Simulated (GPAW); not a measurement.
# Settings that the conductance of a W chain with an O atom bridging one bond needs

Wanted: a convergence study of zero-bias transport through a W chain with an O atom bridging one bond, with run times.

Program: GPAW 26.7.0. Level of theory: GPAW LCAO, PAW setups; Landauer transmission from Green's functions with principal layers (ASE), zero bias. Results are calculated unless marked as measured.

This is a report of a sequence of runs, with most program output left out.

**1. The starting structure**

The cell holds 15 atoms: 14 W and 1 O. Its edges and angles: a = 9.000 Å, b = 9.000 Å, c = 31.700 Å, α = 90.0°, β = 90.0°, γ = 90.0°. Regions: left lead, 7 atoms (7 W); channel, 1 atom (1 O); right lead, 7 atoms (7 W). Vacuum lies along a and b. The structure is stacked along c, and the current runs across the ab planes.

**2. Base settings**

All settings start at ordinary values; they are then varied in turn, with meshes following the cell where its length changes.

Contents of run.py:

```python
import json
import numpy as np
from ase import Atoms
from ase.transport.calculators import TransportCalculator
from gpaw import GPAW, FermiDirac
from gpaw.lcao.tools import get_lcao_hamiltonian
from scipy.linalg import eigh

# The junction with lead layers at both ends, along the third cell vector
device = Atoms(
    ['W', 'W', 'W', 'W', 'W', 'W', 'W', 'O', 'W', 'W', 'W', 'W', 'W', 'W', 'W'],
    positions=[
        [4.50000, 4.50000, 1.12500],
        [4.50000, 4.50000, 3.37500],
        [4.50000, 4.50000, 5.62500],
        [4.50000, 4.50000, 7.87500],
        [4.50000, 4.50000, 10.12500],
        [4.50000, 4.50000, 12.37500],
        [4.50000, 4.50000, 14.62500],
        [5.58709, 4.50000, 15.85000],
        [4.50000, 4.50000, 17.07500],
        [4.50000, 4.50000, 19.32500],
        [4.50000, 4.50000, 21.57500],
        [4.50000, 4.50000, 23.82500],
        [4.50000, 4.50000, 26.07500],
        [4.50000, 4.50000, 28.32500],
        [4.50000, 4.50000, 30.57500]],
    cell=[[9.0, 0.0, 0.0], [0.0, 9.0, 0.0], [0.0, 0.0, 31.7]],
    pbc=True)

# One principal layer of the lead: the first 5 atoms of the device
lead = Atoms(
    ['W', 'W', 'W', 'W', 'W'],
    positions=[
        [4.50000, 4.50000, 1.12500],
        [4.50000, 4.50000, 3.37500],
        [4.50000, 4.50000, 5.62500],
        [4.50000, 4.50000, 7.87500],
        [4.50000, 4.50000, 10.12500]],
    cell=[[9.0, 0.0, 0.0], [0.0, 9.0, 0.0], [0.0, 0.0, 11.25]],
    pbc=True)

settings = dict(mode='lcao', basis='dzp', xc='PBE', h=0.18,
                occupations=FermiDirac(0.1), maxiter=250,
                mixer=dict(beta=0.1, nmaxold=8, weight=100.0),
                convergence=dict(density=0.0001))
energies = np.arange(-2, 2 + 1e-9, 0.05)
eta = 0.0001
n1, n2 = 1, 1
# k and -k transmit alike, so half of the mesh across the current serves
mesh = [(i, j) for i in range(n1) for j in range(n2) if (i, j) <= (-i % n1, -j % n2)]
weights = np.array([1 if (i, j) == (-i % n1, -j % n2) else 2 for i, j in mesh]) / (n1 * n2)

# [... helper functions left out ...]
fermi_lead = ground_state(lead, (1, 1, 10), 'lead.txt')
fermi_device = ground_state(device, (1, 1, 3), 'device.txt')
# [... loop over the mesh left out, but for ...]
        # Shift the lead onto the potential of the device's first layer
        shift = ((H[:, 0, 0] - H0[:, 0, 0]) / S0[0, 0]).real.mean()
# [...]
kT = 8.617333e-5 * 77
bias = [0.1, 0.2, 0.5, 1.0, 1.5, 2.0]
# [... integrals and printing left out ...]
```

On the command line:

```console
> OMP_NUM_THREADS=1 OPENBLAS_NUM_THREADS=2 python run.py
```

It took 4.9 min on 2 threads of Intel Xeon Platinum 8559C (Emerald Rapids), shared host; peak memory 1.9 GiB.

Numbers from this step:

```
conductance                                    : 4.742 G₀
largest coupling past the next principal layer : 7.88e-6 eV
largest misfit of the first principal layer    : 0.03258 eV
shift that aligns the lead                     : 0.006272 eV
basis functions of the junction                : 419
basis functions of a principal layer           : 145
transmission at the Fermi level (one spin)     : 4.742
```

One spin. The transmission, zone mean by energy, zero at the Fermi level:

energy (eV), transmission, zone mean and a bar:
```
   -2.000       1.66 #########
   -1.800       1.93 ###########
   -1.600       2.12 ############
   -1.400       2.33 ##############
   -1.200       2.56 ###############
   -1.000       2.77 #################
   -0.800       3.06 ###################
   -0.600       4.00 #########################
   -0.400       4.44 ############################
   -0.200       4.65 #############################
    0.000       4.74 ##############################
    0.100       4.75 ##############################
    0.200       4.75 ##############################
    0.400       4.69 ##############################
    0.600       4.58 #############################
    0.800       4.41 ############################
    1.000       4.19 ##########################
    1.200       3.98 #########################
    1.400       3.35 #####################
    1.600       2.17 #############
    1.800       0.94 ####
    2.000       0.29
```

Not self-consistent under bias; the bias window is split evenly. Current through one cell, from the zero-bias transmission against bias:

```
bias (V)  current through one cell, from the zero-bias transmission (mA)
   0.100                                                          0.0367
   0.200                                                          0.0734
   0.500                                                           0.183
   1.000                                                           0.360
   1.500                                                           0.523
   2.000                                                           0.664
```

Couplings past the next layer reach 7.9e-6 eV, small enough to drop; the matrix elements of the cell's first layer differ from the bulk lead's by up to 0.033 eV. That layer keeps its own values in the calculation, and only beyond it is the lead taken as perfect. The Fermi levels of lead and junction count from different zeros of potential, one for each periodic cell; with both set to zero, the small remaining shift is what aligns them. Without spin-orbit coupling, which is large for these atoms, channel counts and T are those of the scalar-relativistic bands. By hand: G = 4.742 × 77.48 μS = 367 μS, a resistance of 2.72 kΩ; at 0.1 V a linear junction would pass 36.7 μA, and the integral over the bias window gives 36.7 μA.

**3. Varying the periods in a principal layer**

A principal layer must be long enough that orbitals couple only to the neighbouring layers.

Changes to run.py since step 2:

```diff
@@ -30,5 +30,5 @@
 
-# One principal layer of the lead: the first 5 atoms of the device
+# One principal layer of the lead: the first 3 atoms of the device
 lead = Atoms(
-    ['W', 'W', 'W', 'W', 'W'],
+    ['W', 'W', 'W'],
     positions=[
@@ -36,6 +36,4 @@
         [4.50000, 4.50000, 3.37500],
-        [4.50000, 4.50000, 5.62500],
-        [4.50000, 4.50000, 7.87500],
-        [4.50000, 4.50000, 10.12500]],
-    cell=[[9.0, 0.0, 0.0], [0.0, 9.0, 0.0], [0.0, 0.0, 11.25]],
+        [4.50000, 4.50000, 5.62500]],
+    cell=[[9.0, 0.0, 0.0], [0.0, 9.0, 0.0], [0.0, 0.0, 6.75]],
     pbc=True)
@@ -54,3 +52,3 @@
 # [... helper functions left out ...]
-fermi_lead = ground_state(lead, (1, 1, 10), 'lead.txt')
+fermi_lead = ground_state(lead, (1, 1, 17), 'lead.txt')
 fermi_device = ground_state(device, (1, 1, 3), 'device.txt')
```

It took 4.1 min on 2 threads; peak memory 1.8 GiB.

Numbers from this step:

```
conductance                                    : 4.848 G₀
largest coupling past the next principal layer : 0.08601 eV
largest misfit of the first principal layer    : 0.02206 eV
shift that aligns the lead                     : -0.002917 eV
basis functions of a principal layer           : 87
transmission at the Fermi level (one spin)     : 4.849
```

One spin. Transmission, zone mean against energy, zero at the Fermi level:

```
energy (eV)  transmission, zone mean
     -2.000                     1.85
     -1.800                     2.04
     -1.600                     2.16
     -1.400                     1.68
     -1.200                     2.80
     -1.000                     2.87
     -0.800                     3.08
     -0.600                     3.04
     -0.400                     4.45
     -0.200                     4.76
      0.000                     4.85
      0.100                     4.86
      0.200                     4.85
      0.400                     4.74
      0.600                     4.66
      0.800                     4.48
      1.000                     4.23
      1.200                     3.91
      1.400                     3.09
      1.600                     2.54
      1.800                    0.905
      2.000                    0.339
```

Not self-consistent under bias; the bias window is split evenly. Table of current through one cell, from the zero-bias transmission by bias:

```
bias (V)  current through one cell, from the zero-bias transmission (mA)
   0.100                                                          0.0376
   0.200                                                          0.0751
   0.500                                                           0.187
   1.000                                                           0.360
   1.500                                                           0.514
   2.000                                                           0.657
```

The conductance, 4.85 G₀, lies 2.2 % above that of the base run. Couplings past the next layer reach 0.086 eV, too large to drop without error; the matrix elements of the cell's first layer differ from the bulk lead's by up to 0.022 eV. That layer keeps its own values in the calculation, and only beyond it is the lead taken as perfect.

**4. Periods in a principal layer**

Changes to run.py since step 3:

```diff
@@ -30,5 +30,5 @@
 
-# One principal layer of the lead: the first 3 atoms of the device
+# One principal layer of the lead: the first 4 atoms of the device
 lead = Atoms(
-    ['W', 'W', 'W'],
+    ['W', 'W', 'W', 'W'],
     positions=[
@@ -36,4 +36,5 @@
         [4.50000, 4.50000, 3.37500],
-        [4.50000, 4.50000, 5.62500]],
-    cell=[[9.0, 0.0, 0.0], [0.0, 9.0, 0.0], [0.0, 0.0, 6.75]],
+        [4.50000, 4.50000, 5.62500],
+        [4.50000, 4.50000, 7.87500]],
+    cell=[[9.0, 0.0, 0.0], [0.0, 9.0, 0.0], [0.0, 0.0, 9.0]],
     pbc=True)
@@ -52,3 +53,3 @@
 # [... helper functions left out ...]
-fermi_lead = ground_state(lead, (1, 1, 17), 'lead.txt')
+fermi_lead = ground_state(lead, (1, 1, 13), 'lead.txt')
 fermi_device = ground_state(device, (1, 1, 3), 'device.txt')
```

The job ended after 3.9 min (2 threads; peak memory 1.9 GiB).

Numbers from this step:

```yaml
conductance: 4.710 G₀
largest_coupling_past_the_next_principal_layer: 3.68e-4 eV
largest_misfit_of_the_first_principal_layer: 0.03492 eV
shift_that_aligns_the_lead: 0.008268 eV
basis_functions_of_a_principal_layer: 116
transmission_at_the_fermi_level_one_spin: 4.710
```

One spin. The transmission, zone mean by energy, zero at the Fermi level:

```
energy (eV)  transmission, zone mean
      -2.00                     1.57
      -1.85                     1.89
      -1.70                     2.05
      -1.60                     2.16
      -1.45                     2.61
      -1.30                     1.08
      -1.15                     1.35
      -1.05                     1.72
      -0.90                     2.57
      -0.75                     3.14
      -0.60                     3.95
      -0.50                     4.27
      -0.35                     4.51
      -0.20                     4.65
      -0.05                     4.70
       0.00                     4.71
       0.05                     4.71
       0.10                     4.72
       0.20                     4.71
       0.35                     4.68
       0.50                     4.63
       0.60                     4.58
       0.75                     4.46
       0.90                     4.29
       1.05                     4.08
       1.15                     3.92
       1.30                     3.64
       1.45                     3.23
       1.60                     2.60
       1.70                     1.73
       1.85                    0.662
       2.00                    0.313
```

Not self-consistent under bias; the bias window is split evenly. Table of current through one cell, from the zero-bias transmission by bias:

```
bias (V)  current through one cell, from the zero-bias transmission (mA)
   0.100                                                          0.0365
   0.200                                                          0.0730
   0.500                                                           0.182
   1.000                                                           0.359
   1.500                                                           0.521
   2.000                                                           0.656
```

The conductance, 4.71 G₀, lies 0.7 % below that of the base run. Couplings past the next layer reach 3.7e-4 eV, small enough to drop; the matrix elements of the cell's first layer differ from the bulk lead's by up to 0.035 eV. That layer keeps its own values in the calculation, and only beyond it is the lead taken as perfect.

**5. Varying the periods in a principal layer**

Changes to run.py since step 4:

```diff
@@ -30,5 +30,5 @@
 
-# One principal layer of the lead: the first 4 atoms of the device
+# One principal layer of the lead: the first 6 atoms of the device
 lead = Atoms(
-    ['W', 'W', 'W', 'W'],
+    ['W', 'W', 'W', 'W', 'W', 'W'],
     positions=[
@@ -37,4 +37,6 @@
         [4.50000, 4.50000, 5.62500],
-        [4.50000, 4.50000, 7.87500]],
-    cell=[[9.0, 0.0, 0.0], [0.0, 9.0, 0.0], [0.0, 0.0, 9.0]],
+        [4.50000, 4.50000, 7.87500],
+        [4.50000, 4.50000, 10.12500],
+        [4.50000, 4.50000, 12.37500]],
+    cell=[[9.0, 0.0, 0.0], [0.0, 9.0, 0.0], [0.0, 0.0, 13.5]],
     pbc=True)
@@ -53,3 +55,3 @@
 # [... helper functions left out ...]
-fermi_lead = ground_state(lead, (1, 1, 13), 'lead.txt')
+fermi_lead = ground_state(lead, (1, 1, 9), 'lead.txt')
 fermi_device = ground_state(device, (1, 1, 3), 'device.txt')
```

Wall time 4.3 min (2 threads); peak memory 2 GiB.

The conductance, 4.72 G₀, lies 0.5 % below that of the base run. Couplings past the next layer reach 9.8e-14 eV, small enough to drop; the matrix elements of the cell's first layer differ from the bulk lead's by up to 0.24 eV. That layer keeps its own values in the calculation, and only beyond it is the lead taken as perfect.

**6. Convergence in the periods in a principal layer**

The runs and the base run on one axis.

This step: convergence of the conductance (GPAW 26.7.0).

Conductance against periods in a principal layer:

```
periods in a principal layer  conductance (G₀)
                        3.00              4.85
                        4.00              4.71
                        5.00              4.74
                        6.00              4.72
```

**7. Varying the grid spacing**

The real-space grid carries density and potential; a coarse one breaks translation symmetry along the lead and scatters electrons that should pass.

This step: GPAW LCAO, PAW setups; Landauer transmission from Green's functions with principal layers (ASE), zero bias (GPAW 26.7.0).

Changes to run.py since step 5:

```diff
@@ -30,5 +30,5 @@
 
-# One principal layer of the lead: the first 6 atoms of the device
+# One principal layer of the lead: the first 5 atoms of the device
 lead = Atoms(
-    ['W', 'W', 'W', 'W', 'W', 'W'],
+    ['W', 'W', 'W', 'W', 'W'],
     positions=[
@@ -38,8 +38,7 @@
         [4.50000, 4.50000, 7.87500],
-        [4.50000, 4.50000, 10.12500],
-        [4.50000, 4.50000, 12.37500]],
-    cell=[[9.0, 0.0, 0.0], [0.0, 9.0, 0.0], [0.0, 0.0, 13.5]],
+        [4.50000, 4.50000, 10.12500]],
+    cell=[[9.0, 0.0, 0.0], [0.0, 9.0, 0.0], [0.0, 0.0, 11.25]],
     pbc=True)
 
-settings = dict(mode='lcao', basis='dzp', xc='PBE', h=0.18,
+settings = dict(mode='lcao', basis='dzp', xc='PBE', h=0.3,
                 occupations=FermiDirac(0.1), maxiter=250,
@@ -55,3 +54,3 @@
 # [... helper functions left out ...]
-fermi_lead = ground_state(lead, (1, 1, 9), 'lead.txt')
+fermi_lead = ground_state(lead, (1, 1, 10), 'lead.txt')
 fermi_device = ground_state(device, (1, 1, 3), 'device.txt')
```

The job ended after 81 s (2 threads; peak memory 0.64 GiB).

Numbers from this step:

| Quantity | Value |
| --- | --- |
| conductance | 4.736 G₀ |
| largest coupling past the next principal layer | 7.88e-6 eV |
| largest misfit of the first principal layer | 0.02881 eV |
| shift that aligns the lead | 0.004518 eV |
| basis functions of a principal layer | 145 |
| transmission at the Fermi level (one spin) | 4.737 |

One spin. The transmission, zone mean by energy, zero at the Fermi level:

```
energy (eV)  transmission, zone mean
      -2.00                     1.67
      -1.85                     1.88
      -1.70                     2.02
      -1.60                     2.11
      -1.45                     2.26
      -1.30                     2.40
      -1.15                     2.59
      -1.05                     2.70
      -0.90                     2.89
      -0.75                     3.13
      -0.60                     4.01
      -0.50                     4.28
      -0.35                     4.51
      -0.20                     4.65
      -0.05                     4.72
       0.00                     4.74
       0.05                     4.74
       0.10                     4.75
       0.20                     4.74
       0.35                     4.71
       0.50                     4.64
       0.60                     4.59
       0.75                     4.47
       0.90                     4.29
       1.05                     4.09
       1.15                     3.95
       1.30                     3.67
       1.45                     3.22
       1.60                     2.57
       1.70                     1.93
       1.85                    0.705
       2.00                    0.375
```

Not self-consistent under bias; the bias window is split evenly. Current through one cell, from the zero-bias transmission against bias:

```
bias (V)  current through one cell, from the zero-bias transmission (mA)
   0.100                                                          0.0367
   0.200                                                          0.0733
   0.500                                                           0.183
   1.000                                                           0.360
   1.500                                                           0.523
   2.000                                                           0.663
```

The conductance equals that of the base run to 0.2 %.

(Continued in part 2 of 3.)

[Logs are printed without paths, hosts, clocks, repeated set-up lines and the standing remarks that a program may print on its own settings, such as how far it seeks lower states.]

[Hosts, paths, dates, database ids (printed as entryN), source tags and the programs' standing remarks are cut or masked in the printed files.]
